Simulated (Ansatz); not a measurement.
# AlIn (built on the sites of a database entry of ScBi): a soft mode frozen in

Aim: this structure of AlIn (built on the sites of a database entry of ScBi) is to be tested for unstable modes, and one is followed downhill.

Calculated with Ansatz 0.2.0; DFT PBEsol, scalar-relativistic, plane waves, PAW.

The structure was built from a prototype and need not be the compound's stable phase.

## Step 1: Starting point

The structure is cubic, space group Fm-3m (No. 225). The conventional cell has a = 5.704 Å, b = 5.704 Å, c = 5.704 Å, α = 90.00°, β = 90.00°, γ = 90.00°. Nearest to Al lie 6 In at 2.85 Å. Nearest to In lie 6 Al at 2.85 Å. Farther neighbours are not listed.

## Step 2: The dispersion

The cell comes from relaxations at this level that are not shown. Stability and thermal properties need the whole zone. Linear response on a 4×4×4 q mesh gives force constants as far as a supercell of that size would.

Contents of input.yaml:

```yaml
crystal:
  lattice:
    - [0.0, 2.8518048579, 2.8518048579]
    - [2.8518048579, 0.0, 2.8518048579]
    - [2.8518048579, 2.8518048579, 0.0]
  atoms:
    - { symbol: Al, position: [0.5, 0.5, 0.5] }
    - { symbol: In, position: [0.0, 0.0, 0.0] }
kpoints:
  mp_grid: { grid: [12, 12, 12] }
hamiltonian:
  xc: pbesol
scf:
  occupations: { method: methfessel_paxton, width: 0.2 }
output:
  eigenvalues: true
phonons:
  method: dfpt
  qmesh: [4, 4, 4]
  temperatures: { t_max: 1000, t_step: 50 }
  qpath:
    path:
      - [[0.0, 0.0, 0.0], [0.5, 0.0, 0.5], [0.625, 0.25, 0.625]]
      - [[0.375, 0.375, 0.75], [0.0, 0.0, 0.0], [0.5, 0.5, 0.5], [0.5, 0.25, 0.75], [0.5, 0.0, 0.5]]
    npoints: 10
```

The run is started by

```sh
$ ansatz run input.yaml --threads 4 --pin off --max-ram 7168MiB --backend cpu --events-out ev --progress --plain --runs-dir out
```

Numbers of over 12 decimals in the logs are rounded to 6 here.

The log of the run:

```text
Engine: ansatz 0.2.0, x86_64-unknown-linux-gnu
Pseudopotentials: kind: paw
Pseudopotential: Al, paw, valence charge 3, recommended cutoff 420 eV (normal), Al.paw.azcp
Pseudopotential: In, paw, valence charge 13, recommended cutoff 420 eV (normal), In.paw.azcp
Functional definition: PBEsol
  exchange = pbesol_x
  correlation = pbesol_c
Crystal: 2 atoms, lattice volume = 46.386 Å³
Basis set: ecut = 420 eV, 893 PW (Γ), exchange–correlation on 54×54×54 points (8 copies of the dense FFT grid, shifted against one another)
Bands: 12, of which v1, the nominal top of the filled ones, is band 8 counted from 1 (7 counted from 0)
Symmetry: 48 space group operations
k-points: 72 of 1728
Non-local potential: Al, projectors of the file, l = 0: 2, l = 1: 2, l = 2: 1
Non-local potential: In, projectors of the file, l = 0: 2, l = 1: 2, l = 2: 2, l = 3: 2
PAW form: soft (Blöchl's): semilocal exchange-correlation on the pseudo side does not see the compensation charge
PAW frozen core: Al, regenerated for the run's functional, and the local potential with it (the file was generated under x = pbe(κ = 0.804, μ = 0.219515), c = pbe(β = 0.066725))
PAW frozen core: In, regenerated for the run's functional, and the local potential with it (the file was generated under x = pbe(κ = 0.804, μ = 0.219515), c = pbe(β = 0.066725))
PAW one-centre angular grid: Al, 110 points (default); XC on 64 Gauss nodes
PAW one-centre angular grid: In, 590 points (default); XC on 64 Gauss nodes
Initial density: superposition of atomic densities (neutral atoms: chi_scale 0, normalization atom), corrected by the library's trained network
Initial wavefunctions: pseudopotential atomic-orbital guess
Functional: x = pbesol(κ = 0.804, μ = 0.123457), c = pbesol(β = 0.046)
SCF iter   1: F=—  HF=-6049.382541 eV  |F-HF|=—  |Δ(HF+E_count)|=         —  Δρ=2.71e-3  dr2=3.68e-3  ethr=1.77e-3  ⟨swp⟩=5.2  Hψ=5213  notcnv=0
preconditioner: auto → Kerker (q_TF=auto, 2.285 Å⁻¹)  [metal: Δε(μ)=0.048 eV  Ē_g=14.441 eV  σ=0.200 eV  W_gap=0.20  n_scr=14 (ndim 8)  ℏωp=21.8 eV  f_vac=0.000  D(μ)=0.62/eV (n_scr^D=0)]
SCF iter   2: F=—  HF=-6049.380473 eV  |F-HF|=—  |Δ(HF+E_count)|=   2.07e-3  S|Δr|=    0.00e0  Δρ=1.66e-3  dr2=1.61e-3  ethr=2.30e-5  ⟨swp⟩=1.2  Hψ=1470  notcnv=0
SCF iter   3: F=—  HF=-6049.380035 eV  |F-HF|=—  |Δ(HF+E_count)|=   4.38e-4  S|Δr|=    0.00e0  Δρ=7.58e-4  dr2=1.95e-4  ethr=1.00e-5  ⟨swp⟩=2.4  Hψ=1356  notcnv=0
SCF iter   4: F=—  HF=-6049.380025 eV  |F-HF|=—  |Δ(HF+E_count)|=   9.57e-6  S|Δr|=    0.00e0  Δρ=6.08e-4  dr2=1.41e-4  ethr=1.22e-6  ⟨swp⟩=2.0  Hψ=1410  notcnv=0
SCF iter   5: F=—  HF=-6049.379981 eV  |F-HF|=—  |Δ(HF+E_count)|=   4.46e-5  S|Δr|=    0.00e0  Δρ=3.23e-4  dr2=3.90e-5  ethr=8.81e-7  ⟨swp⟩=2.0  Hψ=1228  notcnv=0
SCF iter   6: F=—  HF=-6049.379967 eV  |F-HF|=—  |Δ(HF+E_count)|=   1.37e-5  S|Δr|=    0.00e0  Δρ=1.08e-4  dr2=4.28e-6  ethr=2.44e-7  ⟨swp⟩=2.8  Hψ=1410  notcnv=0
SCF iter   7: F=—  HF=-6049.379963 eV  |F-HF|=—  |Δ(HF+E_count)|=   3.52e-6  S|Δr|=    0.00e0  Δρ=1.58e-5  dr2=9.84e-8  ethr=2.67e-8  ⟨swp⟩=2.0  Hψ=1210  notcnv=0
SCF iter   8: F=—  HF=-6049.379964 eV  |F-HF|=—  |Δ(HF+E_count)|=   9.97e-7  S|Δr|=    0.00e0  Δρ=1.01e-6  dr2=4.83e-10  ethr=6.15e-10  ⟨swp⟩=2.1  Hψ=1354  notcnv=0
SCF iter   9: F=-6049.379964 eV  HF=-6049.379964 eV  |F-HF|=3.64e-12  |Δ(HF+E_count)|=  1.73e-10  S|Δr|=    0.00e0  Δρ=4.55e-8  dr2=5.92e-13  ethr=1.00e-12  ⟨swp⟩=5.4  Hψ=4225  notcnv=0
SCF 1 converged in 9 iterations: F = -6049.379964 eV  dr2 = 5.92e-13
  greatest PAW one-centre occupation: 0.980 electrons in one spin orbital (limit 2), on the In atom at site 1 (counted from 0), in its partial waves of l = 2
Initial density: read from a saved state, or passed on in memory by an earlier SCF of this step, an earlier step, the calling program or the single point that the run made first
iter 1 solved again at ethr=5.50e-7 eV; its pass at ethr=3.10e-3 eV (dr2=8.80e-5 eV) is discarded
SCF iter   1: F=—  HF=-6049.379965 eV  |F-HF|=—  |Δ(HF+E_count)|=         —  Δρ=9.58e-7  dr2=1.73e-10  ethr=5.50e-7  ⟨swp⟩=2.3  Hψ=7329  notcnv=0
eigensolver tolerance schedule: the retry pair's looser diagonalisation over-reported the residual by 509702.95 of it (diagonalisation noise at an unbounded share of the residual, at the tolerance the schedule requests for it); recorded, not acted on — ethr = c·dr2/N_el stays at c = 1.0e-1
preconditioner: auto → Kerker (q_TF=auto, 2.285 Å⁻¹)  [metal: Δε(μ)=0.055 eV  Ē_g=14.486 eV  σ=0.200 eV  W_gap=0.22  n_scr=14 (ndim 8)  ℏωp=21.8 eV  f_vac=0.000  D(μ)=0.62/eV (n_scr^D=0)]
SCF iter   2: F=—  HF=-6049.379964 eV  |F-HF|=—  |Δ(HF+E_count)|=   7.50e-7  S|Δr|=    0.00e0  Δρ=6.17e-7  dr2=7.89e-11  ethr=1.08e-12  ⟨swp⟩=3.6  Hψ=2102  notcnv=0
SCF iter   3: F=—  HF=-6049.379964 eV  |F-HF|=—  |Δ(HF+E_count)|=  3.55e-11  S|Δr|=    0.00e0  Δρ=3.69e-7  dr2=2.61e-11  ethr=1.00e-12  ⟨swp⟩=1.0  Hψ=864  notcnv=0
SCF iter   4: F=-6049.379964 eV  HF=-6049.379964 eV  |F-HF|=5.46e-12  |Δ(HF+E_count)|=  1.00e-11  S|Δr|=    0.00e0  Δρ=1.65e-7  dr2=4.80e-12  ethr=1.00e-12  ⟨swp⟩=1.7  Hψ=2777  notcnv=0
SCF 2 converged in 4 iterations: F = -6049.379964 eV  dr2 = 4.80e-12
phonons: the bands overlap, so this run is a metal and interpolates without the dipole-dipole term. If the crystal is really an insulator or semiconductor, its LO-TO splitting is missing
NSCF: frozen V_eff on 72 k-points
NSCF: frozen V_eff on 163 k-points
DFPT response loops at q = (0, 0, 0) (fractional): preconditioner auto → Kerker (q_TF=auto, 2.285 Å⁻¹) (partly filled bands, converged f_vac=0.000); β = 1.00, the filter's whole step (`scf.mixing.beta` (0.50) is not read by the response loops under this deck's `scf.mixing.preconditioner`; to damp them name `kerker` or `kerker_dos`, under which they read `scf.mixing.beta`, and type it under 1.00, their step now; both keys bind the ground state too); Broyden in place of MSR1
NSCF: frozen V_eff on 1872 k-points
DFPT response loops at q = (0, 0, 0.25) (fractional): mixed as the last ones told, above
NSCF: frozen V_eff on 952 k-points
DFPT response loops at q = (0, 0, -0.5) (fractional): mixed as the last ones told, above
NSCF: frozen V_eff on 1020 k-points
DFPT response loops at q = (0, 0.25, 0.25) (fractional): mixed as the last ones told, above
NSCF: frozen V_eff on 3456 k-points
DFPT response loops at q = (0, 0.25, -0.5) (fractional): mixed as the last ones told, above
NSCF: frozen V_eff on 1872 k-points
DFPT response loops at q = (0, 0.25, -0.25) (fractional): mixed as the last ones told, above
NSCF: frozen V_eff on 560 k-points
DFPT response loops at q = (0, -0.5, -0.5) (fractional): mixed as the last ones told, above
NSCF: frozen V_eff on 1020 k-points
DFPT response loops at q = (0.25, -0.5, -0.25) (fractional): mixed as the last ones told, above
SCF converged after 9 iterations
Stability not checked: this state was not tested for a lower state beside it, because cold or Methfessel-Paxton smearing, or corrected tetrahedra, fill the levels in a way that the test cannot read (fill_not_monotonic; see scf.lower_state_search)
Free energy (F): -6049.379964 eV
Harris-Foulkes:  -6049.379964 eV  (|F-HF|=3.64e-12)
Internal energy: -6049.383225 eV  (E = F + TS)
E sigma→0 (E₀):  -6049.380779 eV
Entropy (-TS):   0.003260 eV (1.630 meV/atom)
Fermi energy:    7.979629 eV
--- Per-component energies (eV) ---
  E_band       = -38.243684
  E_kinetic    = 263.482607
  E_local      = -1280.922041  (includes V_loc(G=0)·N_el)
  E_nonlocal   = 377.976200
  E_hartree    = 516.471536
  E_xc         = -252.571647
  E_vxc        = -128.536757  (∫ρ·V_xc dr)
  E_paw        = -4536.585913  (= ΣΔE_a)
  E_vpaw       = -303.186797  (= ΣTr[D̂ρ^β])
  E_aug_tail   = 0.000022  (compensation charges beyond the density's cutoff)
  E_ewald      = -1137.489032
  E_core_change = 0.255042  (= ΣΔE_core)
  E_smearing   = 0.003260  (= −TS)
  E_closure    = 0.000000  (closes the sum)
  Σ components = -6049.379964   (vs F -6049.379964, Δ=0.00e0)
--- Band table (eV; the first three rows and the last of 72) ---
  k-point 0: bands = [... 4 lower, -6.3382, -1.5669, 10.4315, 10.4315, 10.4315, 13.1089, 14.5346, 14.5346]
  k-point 1: bands = [... 4 lower, -6.3348, -1.4685, 9.5361, 10.3990, 10.3990, 13.4624, 14.5134, 14.7034]
  k-point 2: bands = [... 4 lower, -6.3245, -1.1729, 7.9271, 10.3374, 10.3374, 13.2343, 14.2013, 14.2013]
  k-point 71: bands = [... 4 lower, -6.2460, 3.3581, 4.1743, 5.2421, 5.2421, 12.9826, 13.1252, 15.1111]
--- Phonons (Γ-DFPT): 2 representative perturbations + reference (Σ response iterations 7) ---
  ASR residual: 1.123e-5 → 0.000e0 eV/Å²; symmetrization residual: 2.296e-6 eV/Å²
  ASR residual per site (eV/Å²): 3.98e-6 1.12e-5
  Γ frequencies (cm⁻¹): 0.00 0.00 0.00 213.37 213.37 213.37
--- Phonons (arbitrary-q DFPT): 8 irreducible q on the 4×4×4 mesh ---
  q = [0.0000, 0.0000, 0.0000] (star 1, of the zone-centre solve; hermiticity 1.26e-6, symmetrization 4.31e-12): -0.00 0.00 0.00 213.37 213.37 213.37
  q = [0.0000, 0.0000, 0.2500] (star 8, 2 solved perturbations on 936 of 1728 k-point pairs; hermiticity 1.56e-6, symmetrization 3.18e-12): 57.73 57.73 62.28 191.91 191.91 194.86
  q = [0.0000, 0.0000, -0.5000] (star 4, 2 solved perturbations on 476 of 1728 k-point pairs; hermiticity 1.81e-11, symmetrization 9.82e-12): 88.61 88.61 96.43 157.81 159.46 159.46
  q = [0.0000, 0.2500, 0.2500] (star 6, 4 solved perturbations in 1608 linear systems a pass and spin channel, the states on 510 of 1728 k-point pairs; hermiticity 2.37e-6, symmetrization 3.68e-13): -27.16 -27.16 84.13 167.11 213.09 213.09
  q = [0.0000, 0.2500, -0.5000] (star 24, 4 solved perturbations in 5328 linear systems a pass and spin channel, the states on 1728 of 1728 k-point pairs; hermiticity 4.37e-6, symmetrization 8.33e-12): -32.31 38.02 49.97 199.48 200.49 203.93
  q = [0.0000, 0.2500, -0.2500] (star 12, 4 solved perturbations in 2892 linear systems a pass and spin channel, the states on 936 of 1728 k-point pairs; hermiticity 3.35e-6, symmetrization 5.12e-13): -46.82 85.22 86.43 160.95 165.91 222.52
  q = [0.0000, -0.5000, -0.5000] (star 3, 4 solved perturbations in 886 linear systems a pass and spin channel, the states on 280 of 1728 k-point pairs; hermiticity 3.88e-6, symmetrization 2.47e-11): -53.79 -39.04 -39.04 218.27 218.27 235.57
  q = [0.2500, -0.5000, -0.2500] (star 6, 4 solved perturbations in 1544 linear systems a pass and spin channel, the states on 510 of 1728 k-point pairs; hermiticity 4.97e-6, symmetrization 1.33e-11): -55.20 -55.20 85.51 158.30 226.79 226.79
  sum rule: each row above includes the acoustic sum rule's correction from the zone centre's row sums; it moved no ω² by more than (0.20 cm⁻¹)²
  mesh force constants: q→R imaginary residual 9.48e-18; ASR residual 1.123e-5 → 0.000e0 eV/Å²; symmetrization residual 2.665e-15 eV/Å²
  interpolated dispersion: 62 rows × 6 modes
  density of states and harmonic sums: on the 20×20×20 q-mesh, interpolated from the force constants of a 4×4×4 supercell (no non-analytic term)
  largest difference from the sums on the solved wave vectors: F 2.47e-2 eV, S 2.69e-5 and C_V 3.19e-6 eV/K
  zero-point energy: 0.043573 eV/cell   skipped modes (ω ≤ 0): 286, of them read as no rigid motion or as one in doubt: 283 (1.099e0 modes/cell left out, lowest -58.21 cm⁻¹)   left out of the sums: 1.83e-1 of the cell's modes: C_V's classical limit lies that fraction below 3 k_B per atom; for a crystal, a wire or a layer, F and S can be off by more, and a phonons.interpolated_qmesh denser along its periods is the remedy for the sampling
```

The job ended after 2 min (4 threads of Intel Xeon 6975P-C (Granite Rapids), shared host; peak memory 2.5 GiB).

Reading the cycles: dr2 is the Hartree energy of the density residual (eV), the measure of convergence; HF is the Harris–Foulkes estimate of the energy, which meets the free energy F at convergence.

This step gave:

| Quantity | Value |
| --- | --- |
| volume per atom | 23.19 Å³ |
| gap on the k-mesh | 0 eV |
| sum-rule residual before enforcement | 1.12e-5 eV/Å² |
| lowest frequency on the path | -58.46 cm⁻¹ |
| point group | m-3m |
| highest frequency on the path or at a solved wavevector | 235.6 cm⁻¹ |
| highest optical mode at the zone centre (no LO-TO term) | 213.4 cm⁻¹ |
| lowest optical zone-centre mode | 213.4 cm⁻¹ |
| lowest mode on the q mesh (acoustic modes at Γ apart) | -55.2 cm⁻¹ |

Frequencies (cm⁻¹) solved at each irreducible wavevector; negative means imaginary. Frequencies by wavevector, by row:

```csv
q in reciprocal lattice units,star,mode 1,mode 2,mode 3,mode 4,mode 5,mode 6
0 0 0,1,0,0,0,213.4,213.4,213.4
0 0 0.25,8,57.7,57.7,62.3,191.9,191.9,194.9
0 0 -0.5,4,88.6,88.6,96.4,157.8,159.5,159.5
0 0.25 0.25,6,-27.2,-27.2,84.1,167.1,213.1,213.1
0 0.25 -0.5,24,-32.3,38,50,199.5,200.5,203.9
0 0.25 -0.25,12,-46.8,85.2,86.4,160.9,165.9,222.5
0 -0.5 -0.5,3,-53.8,-39,-39,218.3,218.3,235.6
0.25 -0.5 -0.25,6,-55.2,-55.2,85.5,158.3,226.8,226.8
```

Interpolated from a 4×4×4 q mesh. Phonon branches along the path, in cm⁻¹:

```csv
point,branch 1,branch 2,branch 3,branch 4,branch 5,branch 6
Γ,0,0,0,213,213,213
halfway,-27,-27,84,167,213,213
X,-54,-39,-39,218,218,236
halfway,-56,-33,-25,214,214,233
U,-58,24,37,202,202,227
jump to K,-58,24,37,202,202,227
halfway,-38,84,87,167,171,220
Γ,0,0,0,213,213,213
halfway,58,58,62,192,192,195
L,89,89,96,158,160,160
halfway,-13,20,91,164,202,203
W,-55,-55,86,158,227,227
halfway,-58,-42,37,195,224,230
X,-54,-39,-39,218,218,236
```

The phonon branches as a text plot (rows in cm⁻¹):

```
    229 |           *********                            ********
    217 |***************     ************               *     ***
    205 | **     *      ***         **   ***          **      *
    193 |                  *      **        *        *
    180 |   *   *           *    *           **     *       **
    168 |    ***             ****              *  ******
    156 |                      *                ****    ****
    144 |
    131 |
    119 |
    107 |
     95 |    **                *               *********
     82 |   *  *             ****             *** **    ****
     70 |                   *    *           **    *
     58 |  *    *          *      **        *       *       *
     46 |                  *        *      *         *       *
     33 | *              **         *     *          *
     21 |                 *          *   *            *       *
      9 |               **              *
     -3 |**      *                    **
    -16 |  *                        **                *
    -28 |   ********   **        ***                   *       *
    -40 |         *****        **                      **    ****
    -52 |           ***********                         *********
         Γ           X  U|K            Γ         L        W     X
```

Symmetry leaves 8 wavevectors to solve. The lowest mode among them, the acoustic zeros apart, lies at q = (0.25, -0.5, -0.25) and is imaginary, 55.2i cm⁻¹, so the energy falls along it. Between them the interpolated path dips to 58i cm⁻¹.

## Step 3: The mode frozen in, largest atomic shift 0 Å

The mode followed lies at q = (0.25, -0.5, -0.25) with frequency 55.2i cm⁻¹ and is 2-fold degenerate, the softest among the wavevectors solved. At small amplitude the distorted cell has space group no. 121 by a symmetry search on the positions. The undistorted cell that holds it gives the zero of energy on the same k mesh.

System of this step: AlIn (built on the sites of a database entry of ScBi). The structure is cubic, space group Fm-3m (No. 225). The conventional cell has a = 5.704 Å, b = 5.704 Å, c = 5.704 Å, α = 90.00°, β = 90.00°, γ = 90.00°. Al has 6 In at 2.85 Å nearest. Nearest to In lie 6 Al at 2.85 Å. Farther neighbours are not listed.

Contents of input.yaml:

```yaml
crystal:
  lattice:
    - [0.0, 0.0, -5.7036097157]
    - [5.7036097157, 0.0, 0.0]
    - [2.8518048579, -5.7036097157, -2.8518048579]
  atoms:
    - { symbol: Al, position: [0.5, 0.0, 0.0] }
    - { symbol: Al, position: [0.0, 0.5, 0.0] }
    - { symbol: Al, position: [0.25, 0.25, 0.5] }
    - { symbol: Al, position: [0.75, 0.75, 0.5] }
    - { symbol: In, position: [0.5, 0.5, 0.0] }
    - { symbol: In, position: [0.0, 0.0, 0.0] }
    - { symbol: In, position: [0.25, 0.75, 0.5] }
    - { symbol: In, position: [0.75, 0.25, 0.5] }
kpoints:
  mp_grid: { grid: [8, 8, 8] }
hamiltonian:
  xc: pbesol
scf:
  occupations: { method: methfessel_paxton, width: 0.2 }
output:
  forces: true
  stress: true
  eigenvalues: true
```

The log of the run:

```text
[...]
Crystal: 8 atoms, lattice volume = 185.545 Å³
Basis set: ecut = 420 eV, 3611 PW (Γ), exchange–correlation on 80×80×96 points (8 copies of the dense FFT grid, shifted against one another)
Bands: 40, of which v1, the nominal top of the filled ones, is band 32 counted from 1 (31 counted from 0)
Symmetry: 64 space group operations
[...]
k-points: 59 of 512
[...]
k-point 0: bands = [... 28 lower, 5.2427, 5.2427, 5.2427, 7.2805, 7.3155, 7.3155, 10.4280, 10.4319, ... 4 higher]
  k-point 1: bands = [... 28 lower, 4.8243, 5.8367, 5.8367, 7.3447, 7.3905, 7.3905, 10.0796, 10.1981, ... 4 higher]
  k-point 2: bands = [... 28 lower, 6.1260, 6.4811, 6.4811, 7.5465, 7.6127, 7.6127, 9.4134, 9.6584, ... 4 higher]
  k-point 58: bands = [... 28 lower, 8.3458, 8.3458, 8.3458, 8.3458, 10.1848, 10.1848, 10.1848, 10.1848, ... 4 higher]
[key lines of the parts left out:]
SCF converged after 7 iterations
Free energy (F): -24197.498309 eV
Fermi energy:    8.004492 eV
P = ⅓ Tr σ = -0.0511 GPa (-0.511 kbar)
```

Run time: 3.9 s. Hardware: 4 threads; peak memory 0.78 GiB.

Numbers from this step:

- pressure: -0.05113 GPa
- energy from the undistorted cell: 0 meV/atom

The run ends at a pressure of -0.05 GPa.

## Step 4: The mode frozen in, largest atomic shift 0.6 Å

The atoms are moved along the unstable eigenvector, the largest shift by 0.6 Å, with the cell fixed.

input.yaml, the sections that differ from step 3:

```yaml
crystal:
  lattice:
    - [0.0, 0.0, -5.7036097157]
    - [5.7036097157, 0.0, 0.0]
    - [2.8518048579, -5.7036097157, -2.8518048579]
  atoms:
    - { symbol: Al, position: [0.4256148142, -0.0743851858, 0.0] }
    - { symbol: Al, position: [0.0743851858, 0.5743851858, 0.0] }
    - { symbol: Al, position: [0.1756148142, 0.3243851858, 0.5] }
    - { symbol: Al, position: [0.8243851858, 0.6756148142, 0.5] }
    - { symbol: In, position: [0.5638781247, 0.4361218753, 0.0] }
    - { symbol: In, position: [-0.0638781247, 0.0638781247, 0.0] }
    - { symbol: In, position: [0.3138781247, 0.8138781247, 0.5] }
    - { symbol: In, position: [0.6861218753, 0.1861218753, 0.5] }
# kpoints, hamiltonian, scf, output: as in step 3
```

The log of the run:

```text
[...]
Crystal: 8 atoms, lattice volume = 185.545 Å³
Basis set: ecut = 420 eV, 3611 PW (Γ), exchange–correlation on 80×80×96 points (8 copies of the dense FFT grid, shifted against one another)
Bands: 40, of which v1, the nominal top of the filled ones, is band 32 counted from 1 (31 counted from 0)
Symmetry: 8 space group operations
[...]
k-points: 59 of 512 (time reversal used)
[...]
k-point 0: bands = [... 28 lower, 4.4690, 6.0063, 6.0449, 7.4332, 7.8406, 7.8406, 9.6366, 11.1942, ... 4 higher]
  k-point 1: bands = [... 28 lower, 4.8642, 5.5309, 6.6277, 7.4979, 7.9098, 7.9098, 9.7030, 10.6083, ... 4 higher]
  k-point 2: bands = [... 28 lower, 5.5642, 6.1562, 7.2921, 7.6906, 8.1082, 8.1082, 9.7139, 9.9297, ... 4 higher]
  k-point 58: bands = [... 28 lower, 7.9782, 8.0836, 8.7920, 8.7920, 9.8770, 10.3407, 10.5514, 10.5736, ... 4 higher]
[key lines of the parts left out:]
SCF converged after 7 iterations
Free energy (F): -24197.852357 eV
Fermi energy:    8.142480 eV
P = ⅓ Tr σ = -1.3175 GPa (-13.175 kbar)
```

Wall time 5.1 s (4 threads); peak memory 0.72 GiB; 19 s of CPU time.

Numbers from this step:

- pressure: -1.318 GPa
- energy from the undistorted cell: -44.25 meV/atom

The energy, extrapolated to zero smearing, is -44.25 meV/atom against the undistorted cell.

The run ends at a pressure of -1.32 GPa, with forces up to 0.36 eV/Å.

(Continued in part 2 of 3.)

[Logs are printed without paths, hosts, clocks, repeated set-up lines and the standing remarks that a program may print on its own settings, such as how far it seeks lower states.]

[Hosts, paths, dates, database ids (printed as entryN), source tags and the programs' standing remarks are cut or masked in the printed files.]
